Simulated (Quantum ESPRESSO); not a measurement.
# BN (P6_3mc): zone-centre phonons, part 3 of 3

Which modes does BN (P6_3mc) have at the zone centre?

Quantum ESPRESSO 7.5; DFT LDA, scalar-relativistic, plane waves, PseudoDojo norm-conserving pseudopotentials.

So far. Step 5 (Linear response at Γ): The acoustic modes at Γ come out as far as 2.8 cm⁻¹ from zero, where they should vanish, a small numerical error; the Born charges miss their sum rule by 8.0e-5 e, which is good. Step 6 (Modes with the sum rule): The rule moves no optical mode by more than 0.1 cm⁻¹. The relaxed cell has a = 2.524, c = 4.176 Å (conventional setting).

## Step 7: Modes along a direction of q (1 0 0)

A longitudinal polar mode sets up a macroscopic field that stiffens it; the term hangs on the direction from which q goes to zero.

File dynmat.in:

```
 &input
    fildyn='g.dyn',
    asr='crystal',
    fileig='dynmat.eig',
    q(1)=1.0,
    q(2)=0.0,
    q(3)=0.0,
 /
```

Started as:

```console
dynmat.x -in dynmat.in > dynmat.out
```

Output:

```text
[banner, memory and clock lines left out]
Program DYNMAT v.7.5

     Reading Dynamical Matrix from file g.dyn
     ...Force constants read
     ...epsilon and Z* read
     Acoustic Sum Rule: || Z*(ASR) - Z*(orig)|| =    5.015852E-05
     Acoustic Sum Rule: ||dyn(ASR) - dyn(orig)||=    2.797290E-05

     Polarizability (A^3 units)
     multiply by 0.460232 for Clausius-Mossotti correction
         6.358555   -0.000000   -0.000000
         0.000000    6.358555    0.000000
         0.000000   -0.000000    6.633693

     IR activities are in (D/A)^2/amu units

# mode   [cm-1]    [THz]      IR
    1      0.00    0.0000    0.0000
    2      0.00    0.0000    0.0000
    3      0.00    0.0000    0.0000
    4    477.53   14.3161    0.0000
    5    477.53   14.3161    0.0000
    6    984.01   29.4998    0.0000
    7    984.01   29.4998    0.0000
    8    985.95   29.5581    0.0000
    9   1048.80   31.4422   27.5543
   10   1081.64   32.4267   24.9077
   11   1137.38   34.0977    0.0000
   12   1298.46   38.9268   24.9077

[end of the log left out, with the tail of the file of modes that dynmat.x writes under the same name]
```

Run time: 0.47 s. Hardware: 1 thread of Arm Neoverse V1, shared host.

Read from the output:

| Quantity | Value |
| --- | --- |
| highest mode moved by the LO-TO term | 1298 cm⁻¹ |

Zone-centre frequencies as printed; negative means imaginary. Modes:

| mode | frequency (cm⁻¹) |
| --- | --- |
| 1 | 0 |
| 2 | 0 |
| 3 | 0 |
| 4 | 477.5 |
| 5 | 477.5 |
| 6 | 984 |
| 7 | 984 |
| 8 | 986 |
| 9 | 1049 |
| 10 | 1082 |
| 11 | 1137 |
| 12 | 1298 |

The field moves one mode, from 1082 to 1298 cm⁻¹; the others stay.

## Step 8: The LO-TO splitting (0 0 1)

File dynmat.in:

```
 &input
    fildyn='g.dyn',
    asr='crystal',
    fileig='dynmat.eig',
    q(1)=0.0,
    q(2)=0.0,
    q(3)=1.0,
 /
```

Started as:

```console
dynmat.x -in dynmat.in > dynmat.out
```

Output:

```text
[banner, memory and clock lines left out]
Program DYNMAT v.7.5

     Reading Dynamical Matrix from file g.dyn
     ...Force constants read
     ...epsilon and Z* read
     Acoustic Sum Rule: || Z*(ASR) - Z*(orig)|| =    5.015852E-05
     Acoustic Sum Rule: ||dyn(ASR) - dyn(orig)||=    2.797290E-05

     Polarizability (A^3 units)
     multiply by 0.460232 for Clausius-Mossotti correction
         6.358555   -0.000000   -0.000000
         0.000000    6.358555    0.000000
         0.000000   -0.000000    6.633693

     IR activities are in (D/A)^2/amu units

# mode   [cm-1]    [THz]      IR
    1     -0.00   -0.0000    0.0000
    2     -0.00   -0.0000    0.0000
    3      0.00    0.0000    0.0000
    4    477.53   14.3161    0.0000
    5    477.53   14.3161    0.0000
    6    984.01   29.4998    0.0000
    7    984.01   29.4998    0.0000
    8    985.95   29.5581    0.0000
    9   1081.64   32.4267   24.9077
   10   1081.64   32.4267   24.9077
   11   1137.38   34.0977    0.0000
   12   1285.43   38.5361   27.5543

[end of the log left out, with the tail of the file of modes that dynmat.x writes under the same name]
```

Elapsed: 0.47 s, on 1 thread.

Read from the output:

```yaml
highest_mode_moved_by_the_lo_to_term: 1285 cm⁻¹
```

Zone-centre frequencies as printed; negative means imaginary. Modes:

| mode | frequency (cm⁻¹) |
| --- | --- |
| 1 | 0 |
| 2 | 0 |
| 3 | 0 |
| 4 | 477.5 |
| 5 | 477.5 |
| 6 | 984 |
| 7 | 984 |
| 8 | 986 |
| 9 | 1082 |
| 10 | 1082 |
| 11 | 1137 |
| 12 | 1285 |

The field moves one mode, from 1049 to 1285 cm⁻¹; the others stay.

## Step 9: The LO-TO splitting (1 1 1)

File dynmat.in:

```
 &input
    fildyn='g.dyn',
    asr='crystal',
    fileig='dynmat.eig',
    q(1)=1.0,
    q(2)=1.0,
    q(3)=1.0,
 /
```

Started as:

```console
dynmat.x -in dynmat.in > dynmat.out
```

Output:

```text
[banners, grids, parts of the stress and lines that vanish by symmetry left out]
[banner, memory and clock lines left out]
Program DYNMAT v.7.5

     Reading Dynamical Matrix from file g.dyn
     ...Force constants read
     ...epsilon and Z* read
     Acoustic Sum Rule: || Z*(ASR) - Z*(orig)|| =    5.015852E-05
     Acoustic Sum Rule: ||dyn(ASR) - dyn(orig)||=    2.797290E-05

     Polarizability (A^3 units)
     multiply by 0.460232 for Clausius-Mossotti correction
         6.358555   -0.000000   -0.000000
         0.000000    6.358555    0.000000
         0.000000   -0.000000    6.633693

     IR activities are in (D/A)^2/amu units

# mode   [cm-1]    [THz]      IR
    1      0.00    0.0000    0.0000
    2      0.00    0.0000    0.0000
[...]
11   1137.38   34.0977    0.0000
   12   1294.40   38.8053   25.6994

[end of the log left out, with the tail of the file of modes that dynmat.x writes under the same name]
```

Wall time 0.47 s (1 thread).

Read from the output:

```yaml
highest_mode_moved_by_the_lo_to_term: 1294 cm⁻¹
```

Zone-centre frequencies as printed; negative means imaginary. Modes:

| mode | frequency (cm⁻¹) |
| --- | --- |
| 1 | 0 |
| 2 | 0 |
| 3 | 0 |
| 4 | 477.5 |
| 5 | 477.5 |
| 6 | 984 |
| 7 | 984 |
| 8 | 986 |
| 9 | 1060 |
| 10 | 1082 |
| 11 | 1137 |
| 12 | 1294 |

The field moves 2 modes; the highest of them now lies at 1294 cm⁻¹, where the highest that moved away lay at 1082.

## Step 10: Summary of results

```json
{
  "space group after relaxation": "P6_3mc",
  "volume per atom": "5.76 Å³",
  "gap on the k-mesh": "4.99 eV",
  "highest optical zone-centre mode (no LO-TO term)": "1137 cm⁻¹",
  "lowest optical zone-centre mode": "477.5 cm⁻¹",
  "highest mode moved by the LO-TO term": "1298 cm⁻¹",
  "mean high-frequency dielectric constant": "4.52",
  "largest Born charge in size (third of the trace)": "1.85 e",
  "mean static dielectric constant": "6.61",
  "imaginary optical modes at the zone centre (no q mesh in this session)": "none"
}
```

At the LDA level the optical modes of BN (P6_3mc) at the zone centre (no LO-TO term) run from 478 to 1137 cm⁻¹. Along the directions run, the highest mode that the macroscopic field moves lies at 1298 cm⁻¹. Lattice motion raises the mean dielectric constant from 4.518 to 6.605. Of the 9 optical modes, 4 are Raman active alone, 2 are silent and 3 are both infrared and Raman active. These are harmonic frequencies at zero temperature: anharmonic shifts and linewidths and thermal expansion are left out. The structure comes from a database and need not be the phase that is stable at ambient conditions.

[Host names and launcher messages were left out of these logs when they were recorded.]

[Logs are printed without paths, hosts, clocks, repeated set-up lines and the standing remarks that a program may print on its own settings, such as how far it seeks lower states.]

[Hosts, paths, dates, database ids (printed as entryN), source tags and the programs' standing remarks are cut or masked in the printed files.]
